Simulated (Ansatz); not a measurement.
# How W(100) screens a field, part 2 of 2

Aim: image plane and induced charge of W(100).

Ansatz 0.2.0; plane-wave DFT, r2SCAN, Ansatz PAW (the session's first sound run).

So far. Step 8 (Single point, field -0.2 V/Å): The dipole is -0.187 e·Å.

### Step 9. Single point, field 0.4 V/Å

Contents of input.yaml:

```yaml
crystal:
  lattice:
    - [3.16, 0.0, 0.0]
    - [0.0, 3.16, 0.0]
    - [0.0, 0.0, 30.64]
  atoms:
    - { symbol: W, position: [0.0, 0.0, 0.2937336815] }
    - { symbol: W, position: [0.5, 0.5, 0.3453002611] }
    - { symbol: W, position: [0.0, 0.0, 0.3968668407] }
    - { symbol: W, position: [0.5, 0.5, 0.4484334204] }
    - { symbol: W, position: [0.0, 0.0, 0.5] }
    - { symbol: W, position: [0.5, 0.5, 0.5515665796] }
    - { symbol: W, position: [0.0, 0.0, 0.6031331593] }
    - { symbol: W, position: [0.5, 0.5, 0.6546997389] }
    - { symbol: W, position: [0.0, 0.0, 0.7062663185] }
kpoints:
  mp_grid: { grid: [16, 16, 1] }
hamiltonian:
  xc: r2scan
scf:
  occupations: { method: fermi_dirac, width: 0.1 }
  convergence: { dr2_threshold: 1.0e-10 }
efield:
  axis: 3
  dipole_correction: true
  ramp_position: 0.97
  ramp_width: 0.06
  amplitude: 0.4
output:
  forces: true
  write_potential: true
  write_density: true
  volumetric_format: npy
  elf: true
```

Run with:

```console
$ ansatz run input.yaml --threads 4 --pin off --max-ram 6144MiB --backend cpu --events-out ev --progress --plain --runs-dir out
```

Numbers of over 12 decimals in the logs are rounded to 6 here.

Output:

```text
[...]
Crystal: 9 atoms, lattice volume = 305.959 Å³
Basis set: ecut = 500 eV, 7747 PW (Γ), exchange–correlation on 96×96×900 points (64 copies of the dense FFT grid, shifted against one another)
Bands: 76, of which v1, the nominal top of the filled ones, is band 63 counted from 1 (62 counted from 0)
Symmetry: 8 space group operations
k-points: 45 of 256
[...]
k-point 0: bands = [... 59 lower, 7.6021, 7.6164, 7.9388, 8.1423, 8.1604, 8.1604, 8.2600, 8.3937, ... 9 higher]
  k-point 1: bands = [... 59 lower, 7.6701, 7.6740, 7.8580, 8.0431, 8.0793, 8.4200, 8.4251, 8.5479, ... 9 higher]
  k-point 2: bands = [... 59 lower, 7.5867, 7.6421, 8.1667, 8.2050, 8.2299, 8.2512, 8.7574, 8.8892, ... 9 higher]
  k-point 44: bands = [... 59 lower, 8.2585, 8.2585, 10.4122, 10.4224, 10.4224, 10.4352, 10.5064, 10.5064, ... 9 higher]
[key lines of the parts left out:]
SCF converged after 17 iterations
Free energy (F): -93570.036222 eV
Fermi energy:    8.256474 eV
Dipole field:    D = 0.221931 V/Å  (p = 0.375248 e·Å, saw-weighted, corrected)
```

Run time: 57 s. Hardware: 4 threads of Intel Xeon 6975P-C (Granite Rapids), shared host; peak memory 1.9 GiB; 3.6 min of CPU time.

Running mean over 1.58 Å of the planar mean, with the applied field; the ramp of the sawtooth is left out. Table of electron's electrostatic potential energy less the Fermi level by z:

z (Å), electron's electrostatic potential energy less the Fermi level (eV) and a bar from the least value:
```
        4        3.1 ##########################
        5        3.5 ###########################
        6        3.7 ###########################
        7        3.3 ##########################
        8       -2.5 #################
        9      -11.1 ##
       10      -12.1 #
       11      -12.5 
       12      -12.5 
       13      -12.4 
       14      -12.4 
       15      -12.5 
       16      -12.5 
       17      -12.4 
       18      -12.5 
       19      -12.5 
       20      -12.3 
       21      -12.0 #
       22       -9.1 ######
       23        0.8 ######################
       24        4.0 ###########################
       25        4.7 #############################
       26        5.1 #############################
       27        5.5 ##############################
```

The dipole is 0.375 e·Å.

### Step 10. The response

This step: plane-wave DFT, r2SCAN, Ansatz PAW; screening of a field by a metal slab (Ansatz 0.2.0).

The dipoles give the slope, and the difference of two potentials shows where the field is screened.

This step gave:

```yaml
equivalent_conductor_thickness_p_eps_0ae: 16.98 Å
distance_between_the_outer_atoms: 12.64 Å
inner_field_over_outer_field: -7.42e-4
image_plane_upper_face: 2.150 Å
induced_electrons_on_the_upper_face_over_eps_0e: -1.002
image_plane_lower_face: 2.150 Å
induced_electrons_on_the_lower_face_over_eps_0e: 1.002
```

Table of dipole of the cell by applied field:

```
applied field (V/Å)  dipole of the cell (e·Å)
             -0.200                    -0.187
             -0.100                   -0.0937
             -0.050                   -0.0469
              0.000                         0
              0.050                    0.0469
              0.100                    0.0937
              0.200                     0.187
              0.400                     0.375
```

Local field over the applied field, running mean. From the potentials at -0.05 and 0.05 V/Å; running mean over 1.58 Å. The local field over applied field by z:

z (Å), local field over applied field and a bar from the least value:
```
        5      0.974 ##############################
        6      0.868 ###########################
        7      0.509 ################
        8      0.023 ###
        9     -0.043 #
       10      0.005 ##
       11      0.005 ##
       12     -0.003 ##
       13     -0.001 ##
       14      0.001 ##
       15     -0.001 ##
       16      0.000 ##
       17      0.000 ##
       18     -0.003 ##
       19     -0.001 ##
       20      0.007 ##
       21      0.000 ##
       22     -0.065 
       23      0.161 ######
       24      0.678 #####################
       25      0.924 ############################
       26      0.986 ##############################
```

Electrons, planar mean, per unit field. Induced electron density against z:

```
z (Å)  induced electron density (e/Å³ per V/Å)
    5                                   1.9e-4
    6                                   9.3e-4
    7                                  0.00307
    8                                  0.00250
    9                                   4.6e-6
   10                                  -1.0e-4
   11                                   9.4e-5
   12                                   1.2e-5
   13                                  -5.8e-5
   14                                  -6.1e-6
   15                                   1.3e-5
   16                                  -2.8e-5
   17                                  -3.0e-5
   18                                   2.5e-5
   19                                  -2.8e-5
   20                                  -5.4e-5
   21                                   4.4e-6
   22                                  0.00179
   23                                 -0.00392
   24                                 -0.00215
   25                                  -5.5e-4
   26                                  -1.0e-4
```

By hand: between -0.05 and 0.05 V/Å the dipole changes by 0.09370 e·Å, a slope of 0.9370 e·Å²/V. A perfect conductor of thickness t has p = ε₀AEt, so t = 180.95 × 0.9370 / 9.986 = 16.98 Å (e/ε₀ = 180.95 V·Å, A in Å²). Less the 12.64 Å between the outer atoms, and halved, that puts each image plane 2.17 Å out.

The induced dipole is that of a conductor 16.98 Å thick.

### Step 11. Varying the input: efield.amplitude = -0.1

This step: plane-wave DFT, r2SCAN, Ansatz PAW (Ansatz 0.2.0).

A run with a changed input: it repeats the earlier run at 0.05 V/Å with efield.amplitude from 0.05 to -0.1.

input.yaml, as its differences from that of step 9:

```diff
@@ -27,3 +27,3 @@
   ramp_width: 0.06
-  amplitude: 0.4
+  amplitude: -0.1
 output:
@@ -33,2 +33 @@
   volumetric_format: npy
-  elf: true
```

Output:

```text
[...]
Crystal: 9 atoms, lattice volume = 305.959 Å³
Basis set: ecut = 500 eV, 7747 PW (Γ), exchange–correlation on 96×96×900 points (64 copies of the dense FFT grid, shifted against one another)
Bands: 76, of which v1, the nominal top of the filled ones, is band 63 counted from 1 (62 counted from 0)
Symmetry: 8 space group operations
k-points: 45 of 256
[...]
SCF iter   1: F=—  HF=-93570.858450 eV  |F-HF|=—  |Δ(HF+E_count)|=         —  Δρ=2.64e-2  dr2=1.34e2  dr2_τ=7.05e-1  ethr=1.77e-3  p=0.000 e·Å  D=1.26e-13 V/Å  ΔV_dip=-0.00 eV  dr2_dipole=1.09e2  V_vac-E_F(+/−)=2.89/5.72 eV  ⟨swp⟩=8.7  Hψ=16587  notcnv=0
[...]
SCF iter  14: F=-93569.965902 eV  HF=-93569.965902 eV  |F-HF|=8.73e-11  |Δ(HF+E_count)|=  1.16e-10  Δρ=9.07e-8  dr2=8.12e-11  dr2_τ=6.58e-12  ethr=1.00e-12  p=-0.094 e·Å  D=-5.54e-2 V/Å  ΔV_dip=1.70 eV  dr2_dipole=3.96e-11  V_vac-E_F(+/−)=3.59/4.72 eV  ⟨swp⟩=11.8  Hψ=23999  notcnv=0
SCF 1 converged in 14 iterations: F = -93569.965902 eV  dr2 = 8.12e-11
[...]
SCF converged after 14 iterations
Free energy (F): -93569.965902 eV
[...]
Internal energy: -93569.732029 eV  (E = F + TS)
E sigma→0 (E₀):  -93569.848965 eV
Entropy (-TS):   -0.233873 eV (-25.986 meV/atom)
Fermi energy:    8.267681 eV
Dipole field:    D = -0.055417 V/Å  (p = -0.093701 e·Å, saw-weighted, corrected)
Work function:   not extracted (applied field tilts the vacuum); planar V_es + V_field profile in the machine report
[...]
--- Forces (eV/Å), atoms counted from 1 ---
  atom   1  W      0.00000000     0.00000000     1.74225359
  atom   2  W     -0.00000000     0.00000000    -1.80151413
  atom   3  W     -0.00000000    -0.00000000    -0.05840887
  atom   4  W      0.00000000    -0.00000000     0.02578453
  atom   5  W      0.00000000     0.00000000     0.00154458
  atom   6  W     -0.00000000     0.00000000    -0.02748220
  atom   7  W      0.00000000    -0.00000000     0.06008638
  atom   8  W      0.00000000    -0.00000000     1.79078416
  atom   9  W     -0.00000000     0.00000000    -1.73305118
  max |Σ_I F_I| component: 3.14e-6 eV/Å
--- Band table (eV; the first three rows and the last of 45) ---
  k-point 0: bands = [... 59 lower, 7.6134, 7.6276, 8.0269, 8.0787, 8.1717, 8.1717, 8.2712, 8.4049, ... 9 higher]
  k-point 1: bands = [... 59 lower, 7.6838, 7.6852, 7.8951, 8.0352, 8.0906, 8.4303, 8.4313, 8.5586, ... 9 higher]
  k-point 2: bands = [... 59 lower, 7.6205, 7.6355, 8.1969, 8.2164, 8.2224, 8.2624, 8.7707, 8.8975, ... 9 higher]
  k-point 44: bands = [... 59 lower, 8.2696, 8.2696, 10.4267, 10.4331, 10.4331, 10.4424, 10.5168, 10.5168, ... 9 higher]
```

Wall time 42 s (4 threads); peak memory 1.9 GiB.

Numbers from this step:

- energy at zero smearing: -93569.8490 eV
- dipole along the normal: -0.09370 e·Å

Force by atom:

```
atom  x (eV/Å)  y (eV/Å)  z (eV/Å)  size
  W1      0.00      0.00      1.74  1.74
  W2      0.00      0.00     -1.80  1.80
  W3      0.00      0.00     -0.06  0.06
  W4      0.00      0.00      0.03  0.03
  W5      0.00      0.00      0.00  0.00
  W6      0.00      0.00     -0.03  0.03
  W7      0.00      0.00      0.06  0.06
  W8      0.00      0.00      1.79  1.79
  W9      0.00      0.00     -1.73  1.73
```

```
                     quantity  this run  earlier run  difference
dipole along the normal (e·Å)  -0.09370      0.04685       -0.14
```

The applied field differs, and the slope found earlier predicts a dipole of -0.0937 e·Å; this run gives -0.0937 e·Å, in line with it.

### Step 12. Varying the input: hamiltonian.dispersion = "d3bj"

This step: plane-wave DFT, r2SCAN, Ansatz PAW, but for the change named below (Ansatz 0.2.0).

Another changed input: it repeats the earlier run at 0.05 V/Å with hamiltonian.dispersion to d3bj.

input.yaml, as its differences from that of step 11:

```diff
@@ -19,2 +19,3 @@
   xc: r2scan
+  dispersion: d3bj
 scf:
@@ -27,3 +28,3 @@
   ramp_width: 0.06
-  amplitude: -0.1
+  amplitude: 0.05
 output:
```

Output:

```text
Warning: the engine holds no damping parameters fitted to this dispersion correction and functional, so the run takes those fitted to r2scan beside the three-body term, which d3bj leaves out (hamiltonian.dispersion, under Limitations)
[...]
Crystal: 9 atoms, lattice volume = 305.959 Å³
Basis set: ecut = 500 eV, 7747 PW (Γ), exchange–correlation on 96×96×900 points (64 copies of the dense FFT grid, shifted against one another)
Bands: 76, of which v1, the nominal top of the filled ones, is band 63 counted from 1 (62 counted from 0)
Symmetry: 8 space group operations
k-points: 45 of 256
[...]
SCF iter   1: F=—  HF=-93572.396047 eV  |F-HF|=—  |Δ(HF+E_count)|=         —  Δρ=1.53e-2  dr2=3.78e1  dr2_τ=5.13e-1  ethr=1.77e-3  p=0.000 e·Å  D=1.26e-13 V/Å  ΔV_dip=-0.00 eV  dr2_dipole=3.04e1  V_vac-E_F(+/−)=5.08/3.67 eV  ⟨swp⟩=8.4  Hψ=16362  notcnv=0
[...]
SCF iter  14: F=-93572.236191 eV  HF=-93572.236191 eV  |F-HF|=4.37e-11  |Δ(HF+E_count)|=  5.82e-11  Δρ=5.69e-8  dr2=1.89e-11  dr2_τ=2.69e-12  ethr=1.00e-12  p=0.047 e·Å  D=2.77e-2 V/Å  ΔV_dip=-0.85 eV  dr2_dipole=1.99e-12  V_vac-E_F(+/−)=4.44/3.89 eV  ⟨swp⟩=12.8  Hψ=20759  notcnv=0
SCF 1 converged in 14 iterations: F = -93572.236191 eV  dr2 = 1.89e-11
[...]
SCF converged after 14 iterations
Free energy (F): -93572.236191 eV
[...]
Internal energy: -93572.002318 eV  (E = F + TS)
E sigma→0 (E₀):  -93572.119255 eV
Entropy (-TS):   -0.233873 eV (-25.986 meV/atom)
Fermi energy:    8.268223 eV
Dipole field:    D = 0.027709 V/Å  (p = 0.046851 e·Å, saw-weighted, corrected)
Work function:   not extracted (applied field tilts the vacuum); planar V_es + V_field profile in the machine report
[...]
--- Forces (eV/Å), atoms counted from 1 ---
  atom   1  W      0.00000000     0.00000000     1.79713456
  atom   2  W     -0.00000000     0.00000000    -1.73916006
  atom   3  W     -0.00000000     0.00000000    -0.01950503
  atom   4  W      0.00000000     0.00000000     0.04698673
  atom   5  W     -0.00000000     0.00000000    -0.00077291
  atom   6  W     -0.00000000     0.00000000    -0.04613680
  atom   7  W      0.00000000    -0.00000000     0.01866664
  atom   8  W      0.00000000     0.00000000     1.74452530
  atom   9  W     -0.00000000     0.00000000    -1.80173717
  max |Σ_I F_I| component: 1.25e-6 eV/Å
--- Band table (eV; the first three rows and the last of 45) ---
  k-point 0: bands = [... 59 lower, 7.6139, 7.6281, 8.0397, 8.0671, 8.1723, 8.1723, 8.2718, 8.4055, ... 9 higher]
  k-point 1: bands = [... 59 lower, 7.6845, 7.6857, 7.8971, 8.0346, 8.0912, 8.4306, 8.4318, 8.5591, ... 9 higher]
  k-point 2: bands = [... 59 lower, 7.6240, 7.6332, 8.1992, 8.2169, 8.2212, 8.2629, 8.7713, 8.8979, ... 9 higher]
  k-point 44: bands = [... 59 lower, 8.2701, 8.2701, 10.4275, 10.4337, 10.4337, 10.4427, 10.5173, 10.5173, ... 9 higher]
```

The job ended after 38 s (4 threads; peak memory 1.8 GiB).

This step gave:

| Quantity | Value |
| --- | --- |
| energy at zero smearing | -93572.1193 eV |
| dipole along the normal | 0.04685 e·Å |

Force by atom:

```
atom  x (eV/Å)  y (eV/Å)  z (eV/Å)  size
  W1      0.00      0.00      1.80  1.80
  W2      0.00      0.00     -1.74  1.74
  W3      0.00      0.00     -0.02  0.02
  W4      0.00      0.00      0.05  0.05
  W5      0.00      0.00      0.00  0.00
  W6      0.00      0.00     -0.05  0.05
  W7      0.00      0.00      0.02  0.02
  W8      0.00      0.00      1.74  1.74
  W9      0.00      0.00     -1.80  1.80
```

```
                     quantity  this run  earlier run  difference
dipole along the normal (e·Å)   0.04685      0.04685           0
```

The dipole moves by under 0.5 % or 5e-5 e·Å.

### Step 13. Results

- work function: 4.18 eV
- image plane, upper face: 2.15 Å
- induced electrons on the upper face over ε₀E: -1.00
- equivalent conductor thickness p/(ε₀AE): 17.0 Å
- inner field over outer field: -7.4e-4

In words: The induced charge has its centre 2.15 Å outside the outermost atoms; this is the plane from which a capacitor's gap or an image potential counts. The equivalent conductor thickness exceeds the distance between the outer atoms by 4.34 Å, about the sum of the two image-plane distances. In the middle of the slab the field is screened to under 0.5 % of its outer value. The atoms are held at bulk positions with the tabulated experimental lattice constant.

[Logs are printed without paths, hosts, clocks, repeated set-up lines and the standing remarks that a program may print on its own settings, such as how far it seeks lower states.]

[Hosts, paths, dates, database ids (printed as entryN), source tags and the programs' standing remarks are cut or masked in the printed files.]

[Maps of the electrostatic potential energy from Ansatz leave out the sawtooth potential of an applied field or a dipole correction, so their vacuum need not be flat; planar profiles and work functions include it.]
